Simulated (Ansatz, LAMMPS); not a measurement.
# Structural relaxation of amorphous poly(vinyl fluoride) (as short chains C22F10H36), from a frame at 300 K (136 atoms), part 3 of 3

Aim: bring amorphous poly(vinyl fluoride) (as short chains C22F10H36), from a frame at 300 K (136 atoms) to a nearby minimum of the energy and see what moves.

Ansatz 0.2.0; Kohn-Sham DFT, PBE+D3(BJ), PAW (set soft_2), plane waves.

The cell: 44 C, 20 F and 72 H. The network of contacts between molecules at the start is that of the classical potential that made the cell. The density was typed from a rule of thumb and may lie off the real one at this temperature. Sampling is at Γ alone, for a cell whose shortest periodic width is 11 Å.

So far. Step 4 (Relaxation): The relaxation changed the energy by -55.6 meV/atom, and atoms moved by 0.57 Å r.m.s., 1.2 Å at most.

### Step 6. Single point at the relaxed geometry

The electronic structure is read at the final geometry, in a run of its own.

The input, input.yaml:

```yaml
crystal:
  lattice:
    - [10.78108, 0.0, 0.0]
    - [0.0, 10.78108, 0.0]
    - [0.0, 0.0, 10.78108]
  atoms:
    - { symbol: C, position: [0.4691, 0.3599, 0.24676] }
    - { symbol: C, position: [0.37622, 0.2769, 0.17988] }
    - { symbol: C, position: [0.24279, 0.32174, 0.1877] }
    - { symbol: F, position: [0.23595, 0.4405, 0.12886] }
    - { symbol: C, position: [0.18696, 0.33766, 0.31617] }
    - { symbol: C, position: [0.17037, 0.21748, 0.38778] }
    - { symbol: F, position: [0.28777, 0.17964, 0.435] }
    - { symbol: C, position: [0.08328, 0.22742, 0.49848] }
    - { symbol: C, position: [0.94793, 0.24864, 0.46521] }
    - { symbol: F, position: [0.88078, 0.25093, 0.57936] }
    - { symbol: C, position: [0.89191, 0.14875, 0.3837] }
    - { symbol: C, position: [0.76435, 0.18249, 0.33463] }
    - { symbol: F, position: [0.77883, 0.28292, 0.24971] }
    - { symbol: C, position: [0.69604, 0.07803, 0.26872] }
    - { symbol: C, position: [0.74377, 0.0432, 0.14072] }
    - { symbol: F, position: [0.87175, 0.01231, 0.14625] }
    - { symbol: C, position: [0.67455, 0.93179, 0.08839] }
    - { symbol: C, position: [0.68319, 0.91127, 0.9493] }
    - { symbol: F, position: [0.80672, 0.8801, 0.91445] }
    - { symbol: C, position: [0.64363, 0.02196, 0.87185] }
    - { symbol: C, position: [0.62168, 0.98786, 0.73701] }
    - { symbol: F, position: [0.50948, 0.9174, 0.7322] }
    - { symbol: C, position: [0.61562, 0.09366, 0.64423] }
    - { symbol: C, position: [0.50128, 0.17654, 0.64398] }
    - { symbol: F, position: [0.51944, 0.25817, 0.54157] }
    - { symbol: C, position: [0.48117, 0.25719, 0.75743] }
    - { symbol: C, position: [0.36836, 0.34075, 0.74578] }
    - { symbol: F, position: [0.2612, 0.2628, 0.74572] }
    - { symbol: C, position: [0.35054, 0.43478, 0.84966] }
    - { symbol: C, position: [0.46495, 0.50933, 0.88509] }
    - { symbol: F, position: [0.54689, 0.43093, 0.95434] }
    - { symbol: C, position: [0.43663, 0.62138, 0.96441] }
    [... 98 atom lines left out ...]
    - { symbol: H, position: [0.39141, 0.65463, 0.36794] }
    - { symbol: H, position: [0.54868, 0.67123, 0.32654] }
    - { symbol: H, position: [0.44355, 0.8189, 0.54347] }
    - { symbol: H, position: [0.44449, 0.89273, 0.26839] }
    - { symbol: H, position: [0.41975, 0.99688, 0.39506] }
    - { symbol: H, position: [0.31153, 0.87732, 0.36565] }
kpoints:
  mp_grid: { grid: [1, 1, 1] }
hamiltonian:
  xc: pbe
  dispersion: d3bj
scf:
  occupations: { method: fermi_dirac, width: 0.025 }
output:
  forces: true
  stress: true
  populations: true
  dos:
    method: { smearing: { sigma: 0.1 } }
    de: 0.1
    projected: { site_lists: { C: [C], F: [F], H: [H] } }
  eigenvalues: true
  write_density: true
  write_potential: true
  volumetric_format: npy
  elf: true
```

Launch:

```
$ ansatz run input.yaml --threads 4 --pin off --max-ram 8192MiB --backend cpu --events-out ev --progress --plain --runs-dir out
```

Numbers of over 12 decimals in the logs are rounded to 6 here.

Log:

```text
[...]
Crystal: 136 atoms, lattice volume = 1253.103 Å³
Basis set: ecut = 420 eV, 24405 PW (Γ), exchange–correlation on 150×150×150 points (8 copies of the dense FFT grid, shifted against one another)
Bands: 330, of which v1, the nominal top of the filled ones, is band 194 counted from 1 (193 counted from 0)
Symmetry: 1 space group operations
[...]
k-points: 1
[...]
SCF iter   1: F=—  HF=-28364.859287 eV  |F-HF|=—  |Δ(HF+E_count)|=         —  Δρ=4.54e-3  dr2=3.17e-1  ethr=1.77e-3  ⟨swp⟩=6.0  Hψ=1468  notcnv=0  defer=18
[...]
SCF iter   9: F=-28364.805323 eV  HF=-28364.805323 eV  |F-HF|=1.17e-8  |Δ(HF+E_count)|=   8.05e-9  Δρ=2.23e-6  dr2=4.25e-8  ethr=2.58e-11  ⟨swp⟩=19.0  Hψ=2725  notcnv=0
SCF 1 converged in 9 iterations: F = -28364.805323 eV  dr2 = 4.25e-8
[...]
SCF converged after 9 iterations
Free energy (F): -28364.805323 eV
[...]
Internal energy: -28364.805323 eV  (E = F + TS)
E sigma→0 (E₀):  -28364.805323 eV
Fermi energy:    1.850097 eV
[...]
--- Forces (eV/Å), atoms counted from 1 ---
  atom   1  C      0.00122996    -0.00360665    -0.00310767
  atom   2  C      0.00151542     0.00440339     0.00400607
  atom   3  C     -0.00251578    -0.01490675     0.00363313
  atom   4  F     -0.00275295     0.00527274     0.00563161
  atom   5  C     -0.00000462     0.00840378    -0.00214297
  atom   6  C      0.00390323    -0.00570013    -0.00758260
  atom   7  F      0.00099200     0.00189267     0.00026796
  atom   8  C      0.00141580    -0.00169535     0.00432143
  atom   9  C      0.00186462     0.00553909    -0.00442585
  atom  10  F     -0.00147845    -0.00066507     0.00294164
  atom  11  C     -0.00197057    -0.00573582    -0.00612099
  atom  12  C      0.00121352     0.00781336     0.00429703
  atom  13  F     -0.00142172    -0.00167980     0.00087921
  atom  14  C      0.00448474     0.00049454     0.00307559
[...]
atom 135  H      0.00031022     0.00298848     0.00078687
  atom 136  H      0.00273394     0.00037232     0.00158905
  max |Σ_I F_I| component: 4.53e-4 eV/Å
--- Stress (GPa, compression-positive) ---
        0.147181       0.006523       0.066992
        0.006522       0.287072      -0.032060
        0.066992      -0.032061       0.471521
  P = ⅓ Tr σ = 0.3019 GPa (3.019 kbar)
--- Band table (eV) ---
[...]
--- Löwdin populations: 136 sites ---
  site symbol       q [e]
     0      C      4.4589
     1      C      4.2714
     2      C      3.7974
[...]
135      H      0.7912
  spilling = 0.010471 (of n_electrons = 388.000000)
```

The job ended after 7 s (4 threads of Intel Xeon 6975P-C (Granite Rapids), shared host; peak memory 1.6 GiB; 26 s of CPU time).

Numbers from this run:

```yaml
free_energy: -28364.8053 eV
free_energy_per_atom: -208.5647 eV/atom
scf_cycles: 9
pressure: 0.3019 GPa
r_m_s_force_component: 0.00411 eV/Å
longest_force: 0.04374 eV/Å
fermi_energy: 1.85 eV
spacing_of_highest_filled_and_lowest_empty_level: 6.364 eV
spilling_of_the_projection: 0.01047
```

Löwdin charges by element (they lack the spilled electrons, 0.030 e an atom on average):

| element | coordination | atoms | mean charge (e) | spread | least | most |
| --- | --- | --- | --- | --- | --- | --- |
| C | all | 44 | -0.0797 | 0.267 | -0.461 | 0.216 |
| F | all | 20 | -0.313 | 0.0056 | -0.322 | -0.304 |
| H | all | 72 | 0.192 | 0.0114 | 0.165 | 0.214 |

Density of states as counts of states in windows of 1 eV (from the Fermi level), total and the larger projections:

```csv
from (eV),to (eV),total,C p,F p,H s,C s
-14,-13,6.2,1.7,0.2,1.2,3.0
-13,-12,10.1,2.6,1.2,1.7,4.0
-12,-11,15.3,4.4,2.4,3.2,4.5
-11,-10,17.3,5.2,3.6,3.7,3.8
-10,-9,12.3,5.9,3.7,1.7,0.4
-9,-8,38.1,19.7,12.4,4.2,0.5
-8,-7,34.1,16.5,12.5,3.7,0.8
-7,-6,39.7,16.6,15.5,6.4,0.9
-6,-5,47.0,19.5,15.6,11.0,0.4
-5,-4,49.2,16.3,23.9,8.0,0.5
-4,-3,40.9,17.5,16.0,6.7,0.3
-3,3,0.0,0.0,0.0,0.0,0.0
3,4,13.4,3.5,0.5,4.6,1.4
4,5,30.0,10.1,2.0,7.6,2.5
```

Between -26 and -14 eV lie 72 more states.

The levels nearest the highest filled one (over half full), pooled over k-points and spins:

| level less the highest filled one (eV) | occupation |
| --- | --- |
| -0.243 | 2 |
| -0.190 | 2 |
| -0.104 | 2 |
| -0.0448 | 2 |
| -0.0363 | 2 |
| 0 | 2 |
| 6.36 | 0 |
| 6.51 | 0 |
| 6.72 | 0 |
| 6.85 | 0 |
| 6.97 | 0 |
| 7.03 | 0 |

Valence density in the bc plane at fractional x = 0.187, with atoms of C and H and F within 0.2 Å of it. It is the smooth field of the valence electrons, not physical close to the nuclei.

Ten steps, logarithmic in the rise over the least value, from '_' (0 e/Å³) to '@' (10 e/Å³), each cell a mean:
```
==::..______________________________________........::==++++
++==--..__________________________________..::::....::==****
****++::________________________________::==****==--==++****
++++==::________________________________--##@@@@**==++++++++
::::..______..::::..____________________--**%%%%**++++++==--
..__________::----::..__________________..--====--==++++==::
--..________::----::..____________________......::==++++++==
++--..______........____________________..____..::==******++
++--..________________________________..........::==++++++++
::..____________....__________________..::::::..::--------::
__________..........________________..::====--::....::......
________....::::::..________________..--++++--........::..__
________::------::..__________________..::::..____..::::::..
______..--==++++==::::::....______________________..::::..__
______::--++****++======--::__________________________..____
____..::==++++++******++==::..________........______________
______::------==++****++==::________::==++++--..____________
________......::==++++==--..______..--**%%##==::____________
__..________..::==++++--::::..____..--++##**==::::....______
--==--::..__::==++++==========::____..::--------====--::....
**%%%%++::..::++**++--==**##**--..______....--==++**++--::--
##@@@@**::....--==--::--++**++::__________..--++******++====
**####==::____......__..::::::..__________..--++++++++++++++
==----..__________________________________..::------==++++++
```
Columns run along b (10.8 Å), rows up along c (10.8 Å). Atoms in or near the plane, at fractional coordinates: C at (0.34, 0.32), C at (0.22, 0.39), H at (0.26, 0.13), C at (0.83, 0.10), F at (0.05, 0.10), C at (0.96, 0.90), F at (0.75, 0.83), C at (0.91, 0.67), H at (0.06, 0.87), H at (0.01, 0.66), H at (0.69, 0.52).

Electrostatic potential energy in the bc plane at fractional x = 0.187, with atoms of C and H and F within 0.2 Å of it. With pseudopotentials it is smooth inside the atoms' cores, unlike the true potential.

Ten even steps from '_' (-45 eV) to '@' (6 eV), each cell a mean:
```
##@@@@@@@@@@@@@@@@@@@@@@@@@@@@@@@@@@@@@@@@@@@@@@@@@@%%##++**
==%%%%@@@@@@@@@@@@@@@@@@@@@@@@@@@@@@@@@@@@@@@@@@@@@@%%**..__
::----%%@@@@@@@@@@@@@@@@@@@@@@@@@@@@@@@@@@%%++++%%%%%%++____
##++==%%@@@@@@@@@@@@@@@@@@@@@@@@@@@@@@@@@@--____==##++++++==
@@@@@@@@@@@@@@@@@@@@@@@@@@@@@@@@@@@@@@@@@@++....++++::==##%%
@@@@@@@@@@@@@@@@@@@@@@@@@@@@@@@@@@@@@@@@@@@@%%%%%%##++**%%@@
%%@@@@@@@@@@@@@@@@@@@@@@@@@@@@@@@@@@@@@@@@@@@@@@@@%%==--++%%
--##@@@@@@@@@@@@@@@@@@@@@@@@@@@@@@@@@@@@@@@@@@@@@@**______++
--##@@@@@@@@@@@@@@@@@@@@@@@@@@@@@@@@@@@@@@@@@@@@@@##--..--**
@@@@@@@@@@@@@@@@@@@@@@@@@@@@@@@@@@@@@@@@@@@@@@@@@@%%%%##%%@@
@@@@@@@@@@@@@@@@@@@@@@@@@@@@@@@@@@@@@@@@****%%@@@@@@@@@@@@@@
@@@@@@@@@@@@@@@@@@@@@@@@@@@@@@@@@@@@@@%%::--%%@@@@@@@@@@@@@@
@@@@@@@@@@%%%%%%@@@@@@@@@@@@@@@@@@@@@@@@%%%%@@@@@@@@@@@@@@@@
@@@@@@@@%%++::--##@@@@@@@@@@@@@@@@@@@@@@@@@@@@@@@@@@@@@@@@@@
@@@@@@@@%%::____==####%%%%@@@@@@@@@@@@@@@@@@@@@@@@@@@@@@@@@@
@@@@@@@@%%++::--++..__::##@@@@@@@@@@@@@@@@@@@@@@@@@@@@@@@@@@
@@@@@@@@%%%%%%%%**____..##@@@@@@@@@@@@%%**%%@@@@@@@@@@@@@@@@
@@@@@@@@@@@@@@@@%%++--**%%@@@@@@@@@@@@++::--%%@@@@@@@@@@@@@@
@@@@@@@@@@@@@@@@%%****%%@@@@@@@@@@@@@@##==++%%@@@@@@@@@@@@@@
@@@@@@@@@@@@@@%%**++++##%%%%@@@@@@@@@@@@@@@@%%%%%%%%%%@@@@@@
++..::##@@@@%%--..##%%%%**==**@@@@@@@@@@@@@@%%**::..==%%@@@@
::____++@@@@@@##**%%@@@@%%**%%@@@@@@@@@@@@@@%%++____::######
++--==%%@@@@@@@@@@@@@@@@@@@@@@@@@@@@@@@@@@@@%%##--::++++..--
##%%@@@@@@@@@@@@@@@@@@@@@@@@@@@@@@@@@@@@@@@@@@%%%%%%%%==..::
```
Columns run along b (10.8 Å; values clipped at the 3rd and 97th percentile), rows up along c (10.8 Å). Atoms in or near the plane, at fractional coordinates: C at (0.34, 0.32), C at (0.22, 0.39), H at (0.26, 0.13), C at (0.83, 0.10), F at (0.05, 0.10), C at (0.96, 0.90), F at (0.75, 0.83), C at (0.91, 0.67), H at (0.06, 0.87), H at (0.01, 0.66), H at (0.69, 0.52).

Mean Löwdin charges: C -0.08, F -0.31, H +0.19 e (they miss 1.0 % of the electrons, so they add up to more than the cell's charge).

The surroundings of H123, picked at random, nearest first, numbered as they follow in the input and with coordinates relative to it.

```
atom      x      y      z  distance (Å)  bonds  Löwdin charge (e)
H123   0.00   0.00   0.00          0.00      1               0.21
 C88  -0.94   0.22   0.53          1.10      4              -0.30
H122  -0.86  -0.24   1.53          1.77      1               0.21
 C86  -1.05   1.72   0.68          2.13      4               0.21
 C89  -2.09  -0.41  -0.23          2.14      4               0.21
 F90  -1.65  -1.70  -0.63          2.46      1              -0.30
 F87  -0.86   2.32  -0.60          2.54      1              -0.31
H124  -2.29   0.14  -1.16          2.57      1               0.18
H120   0.96   2.00   1.45          2.65      1               0.19
H131   2.29  -0.36  -1.62          2.83      1               0.21
 C85  -0.06   2.35   1.65          2.87      4              -0.28
 F96   2.56  -1.07   0.80          2.89      1              -0.32
 F78  -0.32  -0.09  -2.87          2.89      1              -0.31
H136   1.42   2.04  -1.65          2.98      1               0.21
H121  -2.07   2.02   0.98          3.06      1               0.17
```

The column of bonds counts only the pairs H-C within 1.34 Å, C-C within 1.85 Å, C-F within 1.62 Å; other neighbours, such as metal atoms beside each other in a compound, aren't counted, and periodic images can show an atom twice.

### Step 7. Changed: scf.n_extra_bands = 1

Changed here: scf.n_extra_bands = 1.

The input, input.yaml:

```yaml
crystal:
  lattice:
    - [10.78108, 0.0, 0.0]
    - [0.0, 10.78108, 0.0]
    - [0.0, 0.0, 10.78108]
  atoms:
    [... the 136 atom lines of step 3 ...]
kpoints:
  mp_grid: { grid: [1, 1, 1] }
hamiltonian:
  xc: pbe
  dispersion: d3bj
scf:
  occupations: { method: fermi_dirac, width: 0.025 }
  n_extra_bands: 1
output:
  forces: true
  stress: true
  populations: intrinsic
  dos:
    method: { smearing: { sigma: 0.15 } }
    de: 0.1
    projected: { site_lists: { C: [C], F: [F], H: [H] } }
  eigenvalues: true
```

Log:

```text
[...]
Crystal: 136 atoms, lattice volume = 1253.103 Å³
Basis set: ecut = 420 eV, 24405 PW (Γ), exchange–correlation on 150×150×150 points (8 copies of the dense FFT grid, shifted against one another)
Bands: 195, of which v1, the nominal top of the filled ones, is band 194 counted from 1 (193 counted from 0)
Symmetry: 1 space group operations
[...]
k-points: 1
[...]
SCF iter   1: F=—  HF=-28357.354023 eV  |F-HF|=—  |Δ(HF+E_count)|=         —  Δρ=5.03e-3  dr2=4.00e-1  ethr=1.77e-3  ⟨swp⟩=8.0  Hψ=1195  notcnv=0
[...]
SCF iter  10: F=-28357.244401 eV  HF=-28357.244401 eV  |F-HF|=1.90e-9  |Δ(HF+E_count)|=   1.16e-8  Δρ=1.61e-6  dr2=5.74e-8  ethr=2.58e-11  ⟨swp⟩=3.0  Hψ=833  notcnv=0
SCF 1 converged in 10 iterations: F = -28357.244401 eV  dr2 = 5.74e-8
[...]
SCF converged after 10 iterations
Free energy (F): -28357.244401 eV
[...]
Internal energy: -28357.244401 eV  (E = F + TS)
E sigma→0 (E₀):  -28357.244401 eV
Fermi energy:    2.129536 eV
[...]
--- Forces (eV/Å), atoms counted from 1 ---
  atom   1  C      0.93179179    -1.13616360    -0.29607398
  atom   2  C      1.01875787    -0.11608441     1.09548391
  atom   3  C      1.30556430    -0.90469740     1.75907718
  atom   4  F      0.28219488     2.28260382    -2.12056818
  atom   5  C     -0.20190458     0.06548658    -0.05888051
  atom   6  C     -3.06132590     1.60034914     1.10180272
  atom   7  F      3.04124083    -2.10794656     1.37515266
  atom   8  C      0.05265913     0.26125289    -0.84540657
  atom   9  C      3.20369953    -2.51489936    -3.06630392
  atom  10  F     -2.56555796     0.46925646     4.09736298
  atom  11  C      0.44672659     0.97005094     0.24768269
  atom  12  C      0.87760674    -1.04418290     2.58186339
  atom  13  F     -0.09309577     1.08127518    -0.50303905
  atom  14  C      0.84818891    -1.14821324    -0.43291733
[...]
atom 135  H     -0.73735980     0.19495822     0.62280647
  atom 136  H     -0.74700989     0.28293219     0.22417996
  max |Σ_I F_I| component: 1.19e-4 eV/Å
--- Stress (GPa, compression-positive) ---
        4.935404       0.485526       0.269827
        0.485525       6.425472      -1.561924
        0.269827      -1.561925       5.234614
  P = ⅓ Tr σ = 5.5318 GPa (55.318 kbar)
--- Band table (eV) ---
[...]
--- intrinsic populations: 136 sites ---
  site symbol       q [e]
     0      C      4.5133
     1      C      4.3342
     2      C      3.8524
[...]
135      H      0.8143
  spilling = 0.000000 (of n_electrons = 388.000000)
```

It took 5.5 s on 4 threads; peak memory 1.3 GiB; 20 s of CPU time.

Geometry and reference: those of the single point at the start.

Forces differ from those of the single point at the start by 0.019 meV/Å r.m.s., 0.0018 % of their size. It took 0.79 times the reference's time (shared host, so rough).

### Step 8. What came out

- energy change in the relaxation: -55.59 meV/atom
- r.m.s. displacement: 0.574 Å
- largest displacement: 1.164 Å
- free energy per atom: -208.5647 eV/atom
- pressure: 0.3019 GPa
- r.m.s. force component: 0.00411 eV/Å
- gap (highest filled to lowest empty level): 6.364 eV
- wall time of the 4 DFT runs: 78 s

In words: Relaxation lowers the energy by 55.6 meV/atom and moves atoms by 0.57 Å r.m.s.; the r.m.s. force component goes from 1.0 to 0.0041 eV/Å, the pressure goes from 5.5 to 0.30 GPa, and the gap from 5.91 to 6.36 eV. By the final cutoffs no bond was broken or made. From the first step to the last the energy fell by 7.561 eV, and the largest move was 1.16 Å (F25). The C-F bonds change most in mean length: from 1.362 Å (spread 0.030) to 1.427 Å (spread 0.005). Counting bonds as in the table, all C atoms have 4, all F atoms have 1 and all H atoms have 1 bonded neighbour. The highest filled and lowest empty levels differ by 6.36 eV (at Γ alone); a semilocal functional tends to put such gaps too low. In a disordered cell it changes from sample to sample, and tail or defect levels can set it.

What to keep in mind: The network of contacts between molecules at the start is that of the classical potential that made the cell; in DFT atoms moved by 0.57 Å r.m.s.

[Logs are printed without paths, hosts, clocks, repeated set-up lines and the standing remarks that a program may print on its own settings, such as how far it seeks lower states.]

[Hosts, paths, dates, database ids (printed as entryN), source tags and the programs' standing remarks are cut or masked in the printed files.]
